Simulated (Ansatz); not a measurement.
**Si_O in CaO (Fm-3m): charge-transition levels and formation energies**

Wanted: the transition levels of a substitutional impurity in CaO (Fm-3m), from a cell of 54 host atoms with 1 O taken out and 1 Si put in.

Main program and level: Ansatz 0.2.0; place-levels on r2SCAN runs: charge-transition levels and formation energies with image-charge correction and potential alignment at the atomic sites; PAW set soft_1.

## Step 1: Set-up

The cell holds 54 atoms: 27 Ca, 26 O and 1 Si. Cell: a = 10.173 Å, b = 10.173 Å, c = 10.173 Å, α = 60.0°, β = 60.0°, γ = 60.0°. It derives from CaO (space group Fm-3m). Nearest the centre at fractional (0.500, 0.500, 0.500): Si28 at 0.00 Å, Ca51 at 2.40 Å, Ca47 at 2.40 Å, Ca35 at 2.40 Å, Ca45 at 2.40 Å, Ca29 at 2.40 Å, Ca33 at 2.40 Å, O22 at 3.39 Å.

Coordinates:

```xyz
54
Lattice="0.0000 7.1931 7.1931 7.1931 0.0000 7.1931 7.1931 7.1931 0.0000" Properties=species:S:1:pos:R:3 pbc="T T T"
Ca    0.0000    0.0000    0.0000
O     2.3977    2.3977    2.3977
Ca    2.3977    2.3977    0.0000
O     4.7954    4.7954    2.3977
Ca    4.7954    4.7954    0.0000
O     7.1931    7.1931    2.3977
Ca    2.3977    0.0000    2.3977
O     4.7954    2.3977    4.7954
Ca    4.7954    2.3977    2.3977
O     7.1931    4.7954    4.7954
Ca    7.1931    4.7954    2.3977
O     9.5908    7.1931    4.7954
Ca    4.7954    0.0000    4.7954
O     7.1931    2.3977    7.1931
Ca    7.1931    2.3977    4.7954
O     9.5908    4.7954    7.1931
Ca    9.5908    4.7954    4.7954
O    11.9885    7.1931    7.1931
Ca    0.0000    2.3977    2.3977
O     2.3977    4.7954    4.7954
Ca    2.3977    4.7954    2.3977
O     4.7954    7.1931    4.7954
Ca    4.7954    7.1931    2.3977
O     7.1931    9.5908    4.7954
Ca    2.3977    2.3977    4.7954
O     4.7954    4.7954    7.1931
Ca    4.7954    4.7954    4.7954
Si    7.1931    7.1931    7.1931
Ca    7.1931    7.1931    4.7954
O     9.5908    9.5908    7.1931
Ca    4.7954    2.3977    7.1931
O     7.1931    4.7954    9.5908
Ca    7.1931    4.7954    7.1931
O     9.5908    7.1931    9.5908
Ca    9.5908    7.1931    7.1931
O    11.9885    9.5908    9.5908
Ca    0.0000    4.7954    4.7954
O     2.3977    7.1931    7.1931
Ca    2.3977    7.1931    4.7954
O     4.7954    9.5908    7.1931
Ca    4.7954    9.5908    4.7954
O     7.1931   11.9885    7.1931
Ca    2.3977    4.7954    7.1931
O     4.7954    7.1931    9.5908
Ca    4.7954    7.1931    7.1931
O     7.1931    9.5908    9.5908
Ca    7.1931    9.5908    7.1931
O     9.5908   11.9885    9.5908
Ca    4.7954    4.7954    9.5908
O     7.1931    7.1931   11.9885
Ca    7.1931    7.1931    9.5908
O     9.5908    9.5908   11.9885
Ca    9.5908    9.5908    9.5908
O    11.9885   11.9885   11.9885
```

Known beforehand: the electronic dielectric constant, 3.85, and the static one, 16.67, computed on the host (DFPT, PBEsol, on the r2SCAN cell), and a cell off the functional's own equilibrium shifts the ionic part.

The cell's shortest repeat is 10.2 Å.

## Step 2: What was run first

Levels follow from differences of total energies between charge states, each relaxed by itself.

Random displacements of about 0.05 Å break the site symmetry at the start, so that the relaxation can reach a distorted minimum if there is one. Forces are taken at one point at (¼, ¼, ¼). The cell holds 2 electrons more than the neutral one, with a uniform background that keeps it neutral on the whole.

The sampling was tested on the host first: at the k-points planned (1x1x1 shifted 0.25 0.25 0.25) its energy lies 0.005 eV an atom from the dense-mesh value, under the bound of 0.02 eV set for this test; that bounds the host's error, not the defect's.

One state's input; the others differ in charge, spin, start and seed, and in occupations where the table says so.

qm2.relax/input.yaml

```yaml
crystal:
  lattice:
    - [0.0, 2.39769239, 2.39769239]
    - [2.39769239, 0.0, 2.39769239]
    - [2.39769239, 2.39769239, 0.0]
  atoms:
    - { symbol: Ca, position: [0.0, 0.0, 0.0] }
    - { symbol: O, position: [0.5, 0.5, 0.5] }
  supercell: [3, 3, 3]
  defects: [{ substitution: { at: 27, symbol: Si } }]
total_charge: -2
basis:
  ecutwfc: 500
  xc_grid: 2
hamiltonian:
  xc: r2scan
  pseudopotentials: { kind: paw, azcp: { folder: soft_1 } }
kpoints:
  mp_grid: { grid: [1, 1, 1], shift: [0.25, 0.25, 0.25] }
scf:
  occupations: { method: fixed }
  max_iter: 80
output:
  forces: true
  charged_corrections: { epsilon: 3.85, static_epsilon: 16.67 }
relax:
  f_tol: 0.02
  max_steps: 80
  random_displacement: { amplitude: 0.05, seed: 2113 }
checkpoint:
  write: "../qm2.relax.run"
  compress: false
  write_wavefunctions: true
  write_every: 100000
```

The run is started by

```console
ansatz run input.yaml --threads 4 --pin off --max-ram 15073MiB --backend cpu --events-out ev --progress --plain --runs-dir out
```

Defect states can disperse in a cell of this size, so the energy is taken again at a 2×2×2 shifted mesh, on the relaxed structure.

The run of this state that the levels use, under r2SCAN:

qm2.point/input.yaml

```yaml
crystal:
  checkpoint: "../qm2.relax.run"
  host: checkpoint
total_charge: -2
basis:
  ecutwfc: 500
  xc_grid: 2
hamiltonian:
  xc: r2scan
  pseudopotentials: { kind: paw, azcp: { folder: soft_1 } }
kpoints:
  mp_grid: { grid: [2, 2, 2], shift: [0.5, 0.5, 0.5] }
scf:
  occupations: { method: fermi_dirac, width: 0.01 }
  max_iter: 80
output:
  forces: true
  eigenvalues: true
  charged_corrections:
    epsilon: 3.85
    static_epsilon: 16.67
    defect_position: [0.5, 0.5, 0.5]
  eigenstates: { localisation: true }
  populations: true
checkpoint:
  read: "../qm2.relax.run"
  write: "../qm2.point.run"
  compress: false
  write_wavefunctions: false
  write_every: 100000
```

Relaxations under r2SCAN at one point at (¼, ¼, ¼); times on 4 threads of Arm Neoverse V2, shared host:

```csv
charge,moment (μB),occupations,outcome,steps,largest displacement against the far atoms (Å),time
−2,0,fixed,converged,7,0.16,1.9 min
−1,1,fixed,converged,7,0.20,4.5 min
0,0,fixed,not converged,-,-,66 s
0,0,fermi-dirac,converged,6,0.22,2 min
0,2,fixed,converged,10,0.22,6.3 min
```

Single points under r2SCAN at a 2×2×2 shifted mesh; times on 4 threads of Arm Neoverse V2, shared host:

```csv
charge,moment (μB),occupations,outcome,time
−2,0,fermi-dirac,converged,99 s
−1,1,fermi-dirac,converged,3.9 min
0,0,fermi-dirac,converged,1.8 min
0,2,fermi-dirac,converged,3.8 min
```

Distances (Å) from Si28 to the nearest atoms after relaxation with r2SCAN:

```csv
charge,moment (μB),1.,2.,3.,4.,5.,6.
−2,0,Ca 2.56,Ca 2.56,Ca 2.56,Ca 2.56,Ca 2.56,Ca 2.56
−1,1,Ca 2.57,Ca 2.57,Ca 2.58,Ca 2.58,Ca 2.60,Ca 2.60
0,0,Ca 2.62,Ca 2.62,Ca 2.62,Ca 2.62,Ca 2.62,Ca 2.62
0,2,Ca 2.62,Ca 2.62,Ca 2.62,Ca 2.62,Ca 2.62,Ca 2.62
```

## Step 3: Placing the levels, r2SCAN

A charged cell interacts with its images and the background, and its potential has another zero than the host's. place-levels removes the first by a point-charge model, screened by the static dielectric constant since the ions have relaxed around the charge, and the second by comparing potentials at atoms far from the defect.

The host is a run of the defect-free crystal in the same cutoffs, grids and k-points, so that basis and sampling errors cancel in part in the differences. The host is run in a cell of 2 atoms on a matching mesh. Its band edges are searched through the zone by a band path, so the gap is smaller than, or equal to, that on the mesh. Chemical potentials are energies per atom of O (O2 molecule) and Si (diamond), run with the same functional and cutoff.

levels.point.yaml

```yaml
host:
  run: host.point.run
states: [qm2.point.run, qm1_M1.point.run, q0.point.run, q0_M2.point.run]
geometry_from:
  qm2.point.run: qm2.relax.run
  qm1_M1.point.run: qm1_M1.relax.run
  q0.point.run: q0.relax_smeared.run
  q0_M2.point.run: q0_M2.relax.run
chemical_potentials:
  O:
    energy: -565.989614
    dataset: <sha256 of the dataset>
  Si:
    energy: -639.06578
    dataset: <sha256 of the dataset>
epsilon: 3.85
static_epsilon: 16.67
vertical:
  - { from: qm2.point.run, to: qm2.point_neutral.run }
  - { from: qm1_M1.point.run, to: qm1_M1.point_neutral.run }
```

The run is started by

```console
ansatz place-levels levels.point.yaml -- --threads 4 --pin off --max-ram 15073MiB
```

Numbers of over 12 decimals in the logs are rounded to 6 here.

Output:

```text
[... repeated set-up lines and file paths are left out, and long positions are rounded to six places ...]
(0/-1) 2.943 eV above the valence edge, 1.254 eV under the conduction edge
(-1/-2) 3.649 eV above the valence edge, 0.549 eV under the conduction edge
formation energy of charge 0: +11.341 eV with the Fermi level at the valence edge
formation energy of charge -1: +14.284 eV with the Fermi level at the valence edge
formation energy of charge -2: +17.933 eV with the Fermi level at the valence edge
vertical -2 to 0: no energy, since no alignment is typed
  the change from vertical[0].from (qm2.point.run) to vertical[0].to (qm2.point_neutral.run): by its potential at epsilon 3.85 it stands at 0.500 0.500 0.500, with an rms radius of about 2.1 Å (1.2 1.2 1.2 Å across the planes of the cell's vectors); [...]
vertical -1 to 0: no energy, since no alignment is typed
  the change from vertical[1].from (qm1_M1.point.run) to vertical[1].to (qm1_M1.point_neutral.run): by its potential at epsilon 3.85 it stands at 0.501 0.500 0.500, with an rms radius of about 2.1 Å (1.4 1.0 1.1 Å across the planes of the cell's vectors); [...]
  edges by r2scan, gap 4.197 eV; the host is sampled to repeats of 20.35 Å
  the defect's cells are sampled to repeats of 20.35 Å, like sampling
  charge 0: +0.000 eV for its dipole among its images, +0.000 omitted
  charge -1: -64691.8858 eV with its correction of -0.046 eV, at epsilon 16.67, aligned at sites: +0.1839 eV, mean over 21 atomic sites at or beyond 5.09 Å from the defect at [0.5000, 0.5000, 0.5000], with -0.000000 for the charge's moments and without [...]
  charge -2: -64680.8002 eV with its correction of +0.190 eV, at epsilon 16.67, aligned at sites: +0.1804 eV, mean over 21 atomic sites at or beyond 5.09 Å from the defect at [0.5000, 0.5000, 0.5000], with +0.000000 for the charge's moments and without [...]
  charge 0: states[2] (q0.point.run) stands 0.774 eV higher, with a moment of 0.00 μB against 2.00
  states[2] (q0.point.run): levels filled in part (TS 0.022 eV): its energy is of no whole electron's
  of states[3] (q0_M2.point.run): its alignment with the host at atomic sites is doubtful: the cell is too small to show whether the defect's potential has decayed: take a larger one; stability_check_not_made
  of states[1] (qm1_M1.point.run): its alignment with the host at atomic sites is doubtful: the cell is too small to show whether the defect's potential has decayed: take a larger one; stability_check_not_made
  of states[0] (qm2.point.run): it parts from the run that its charge is read beside by 2 carriers, of which the mean alone is read, by its potential at epsilon 3.85, taken for that of held ions (one typed too small widens it): that is narrow, but one of them [...]
  of states[2] (q0.point.run): its alignment with the host at atomic sites is doubtful: the cell is too small to show whether the defect's potential has decayed: take a larger one
  of vertical[0].from (qm2.point.run): it parts from the run that its charge is read beside by 2 carriers, of which the mean alone is read, by its potential at epsilon 3.85, taken for that of held ions (one typed too small widens it): that is narrow, but one [...]
  vertical[0].to (qm2.point_neutral.run): levels filled in part (TS 0.022 eV): its energy is of no whole electron's
  of vertical[1].from (qm1_M1.point.run): stability_check_not_made
  vertical[1].to (qm1_M1.point_neutral.run): levels filled in part (TS 0.021 eV): its energy is of no whole electron's
```

Run time: 0.31 s. Hardware: 4 threads of Arm Neoverse V2, shared host.

Under r2SCAN the gap is 4.20 eV, (0/−1) 2.94, (−1/−2) 3.65 eV.

Levels between the charges placed, in eV above the valence top:

```csv
,gap (eV),(0/−1),(−1/−2)
r2SCAN,4.20,2.94,3.65
```

Corrections by state:

```csv
charge,moment (μB),image terms and alignment (eV),band filling (eV),ε used,"over the lowest of its charge, as the program ranks them, band filling apart (eV)"
0,2.0,0.000,-,-,0.000
−1,1.0,-0.046,-,16.67,0.000
−2,0.0,0.190,-,16.67,0.000
0,0.0,0.000,-,-,0.774
```

The charged structures listed were also run neutral, and place-levels reads from each pair, by the potential or the spins, how wide the charge is by which they differ; that can be the carrier of either run.

```csv
charge,rms radius (Å),spread where it is widest against the cell (Å),wide from (Å),reading
−1,2.1,1.42,1.44,narrow
−2,2.1,1.22,1.44,narrow
```

The neutral runs of these pairs need not share the spin of the lowest neutral state, and very wide values only mean spread over the cell.

From the program's caveats on the states, each cut to its opening words:

- charge 0 (2 μB), −1 (1 μB), −2, 0: its alignment with the host at atomic sites is doubtful: the cell is too small to show whether the defect's potential has decayed: take a larger one
- charge 0 (2 μB), −1 (1 μB): flagged: stability check not made
- charge −2: it parts from the run that its charge is read beside by 2 carriers, of which the mean alone is read, by its potential at epsilon 3.85, taken for that of held [...]

The host's formation energy from the elements is -3.216 eV per atom; it sets how far the chemical potentials can move.

Limit set by the element alone; other compounds of these elements are not counted. Chemical potentials from the elements' reference states: Ca 0.00 eV, O -6.43 eV, Si 0.00 eV. Formation energy by charge state (Ca-rich; gap 4.20 eV):

```csv
charge,at valence top (eV),at conduction bottom (eV),correction included (eV)
0,4.91,4.91,0.00
−1,7.85,3.65,-0.05
−2,11.50,3.11,0.19
```

Fermi level (eV), lowest formation energy (eV) and a bar from the least value:
```
     0.00       4.91 ##############################
     0.38       4.91 ##############################
     0.76       4.91 ##############################
     1.14       4.91 ##############################
     1.53       4.91 ##############################
     1.91       4.91 ##############################
     2.29       4.91 ##############################
     2.67       4.91 ##############################
     3.05       4.80 ############################
     3.43       4.42 ######################
     3.82       3.87 #############
     4.20       3.11
```

Limit set by the element alone; other compounds of these elements are not counted. Chemical potentials from the elements' reference states: O 0.00 eV, Ca -6.43 eV, Si 0.00 eV. Formation energies (O-rich), with the Fermi level at the valence top and at the conduction bottom (gap 4.20 eV):

```csv
charge,at valence top (eV),at conduction bottom (eV),correction included (eV)
0,11.34,11.34,0.00
−1,14.28,10.09,-0.05
−2,17.93,9.54,0.19
```

```tsv
Fermi level (eV)	lowest formation energy (eV)
0.00	11.34
0.38	11.34
0.76	11.34
1.14	11.34
1.53	11.34
1.91	11.34
2.29	11.34
2.67	11.34
3.05	11.23
3.43	10.85
3.82	10.30
4.20	9.54
```

## Step 4: Levels against the band edges, PBEsol

PBEsol on the same structure is run to see how far the result rests on the functional, though not on the errors that semilocal functionals share; the sampling changes too, to one point at (¼, ¼, ¼), so differences hold both changes.

qm2.pbesol/input.yaml

```yaml
crystal:
  checkpoint: "../qm2.relax.run"
  host: checkpoint
total_charge: -2
basis:
  ecutwfc: 420
  xc_grid: 2
hamiltonian:
  xc: pbesol
  pseudopotentials: { kind: paw, azcp: { folder: soft_1 }, xc_functional: pbe }
kpoints:
  mp_grid: { grid: [1, 1, 1], shift: [0.25, 0.25, 0.25] }
scf:
  occupations: { method: fermi_dirac, width: 0.01 }
  max_iter: 80
output:
  forces: true
  eigenvalues: true
  charged_corrections:
    epsilon: 3.85
    static_epsilon: 16.67
    defect_position: [0.5, 0.5, 0.5]
checkpoint:
  write: "../qm2.pbesol.run"
  compress: false
  write_wavefunctions: false
  write_every: 100000
```

Elapsed: 17 s, on 4 threads; peak memory 1.4 GiB; 62 s of CPU time.

levels.pbesol.yaml

```yaml
host:
  run: host.pbesol.run
states: [qm2.pbesol.run, qm1_M1.pbesol.run, q0.pbesol.run, q0_M2.pbesol.run]
geometry_from:
  qm2.pbesol.run: qm2.relax.run
  qm1_M1.pbesol.run: qm1_M1.relax.run
  q0.pbesol.run: q0.relax_smeared.run
  q0_M2.pbesol.run: q0_M2.relax.run
chemical_potentials:
  O:
    energy: -558.291301
    dataset: <sha256 of the dataset>
  Si:
    energy: -621.49341
    dataset: <sha256 of the dataset>
```

The run is started by

```console
ansatz place-levels levels.pbesol.yaml -- --threads 4 --pin off --max-ram 15073MiB
```

Output:

```text
(0/-1) 2.638 eV above the valence edge, 0.897 eV under the conduction edge
(-1/-2) 3.208 eV above the valence edge, 0.327 eV under the conduction edge
formation energy of charge 0: +10.610 eV with the Fermi level at the valence edge
formation energy of charge -1: +13.248 eV with the Fermi level at the valence edge
formation energy of charge -2: +16.456 eV with the Fermi level at the valence edge
  edges by pbesol, gap 3.535 eV; the host is sampled to repeats of 10.17 Å
[... the lines on each state left out ...]
```

Wall time 0.19 s (4 threads).

Under PBEsol the gap is 3.53 eV, (0/−1) 2.64, (−1/−2) 3.21 eV; the stage before (r2SCAN, at other k-points) gave a gap of 4.20 eV and levels within 0.44 eV of these.

## Step 5: The ladder

Levels between neighbouring charges, in eV above each run's own valence top:

```csv
,gap (eV),(0/−1),(−1/−2),CPU time a state at this stage (restarts are quicker than cold starts)
"r2SCAN, 2×2×2 shifted mesh",4.20,2.94,3.65,11 min
"PBEsol on r2SCAN structures, (¼, ¼, ¼)",3.53,2.64,3.21,2 min
```

## Step 6: What came out

```yaml
gap_of_the_host: 4.20 eV (r2SCAN)
level_0_minus_1: 2.94 eV above the valence top
level_minus_1_minus_2: 3.65 eV above the valence top
lowest_of_the_charges_placed_just_above_the_valence_top_0p02_ev: 0
lowest_of_the_charges_placed_just_below_the_conduction_bottom_0p02_ev: −2
lowest_formation_energy_at_mid_gap_of_the_charges_run_ca_rich: 4.91 eV
lowest_formation_energy_at_mid_gap_of_the_charges_run_o_rich: 11.34 eV
```

**Reading.** Of the charges placed (−2, −1 and 0), the lowest changes at 2.94 eV (0/−1) and 3.65 eV (−1/−2) above the valence top, in a gap of 4.20 eV. Charges above 0 and below −2 were not placed, so these runs say nothing of levels that involve them. States placed: 0 at 2 μB and 0 μB; −1 at 1 μB; −2 at 0 μB. Other spin states or structures, where not listed, weren't placed. Si is taken at its element; compounds, which aren't counted here, bound the chemical potentials and would shift these formation energies. The program doubts the alignment of potentials for at least one state, a sign that the cell is small. Keep in mind: r2SCAN makes the gap too small and tends to spread out bound carriers; where a gas molecule sets a chemical potential or the host's formation energy, its binding is uncorrected.

[Logs are printed without paths, hosts, clocks, repeated set-up lines and the standing remarks that a program may print on its own settings, such as how far it seeks lower states.]

[Hosts, paths, dates, database ids (printed as entryN), source tags and the programs' standing remarks are cut or masked in the printed files.]

[Where a table of states has a column of steps, it counts the stored structures, which are thinned; the runs took as many ionic steps or more.]

[A defect's name tells the site on which it was built; relaxed atoms can leave that site.]

[For some hosts the program warned that the k-mesh of the response run may be too coarse for force constants and the static dielectric constant; such warnings are not shown here.]
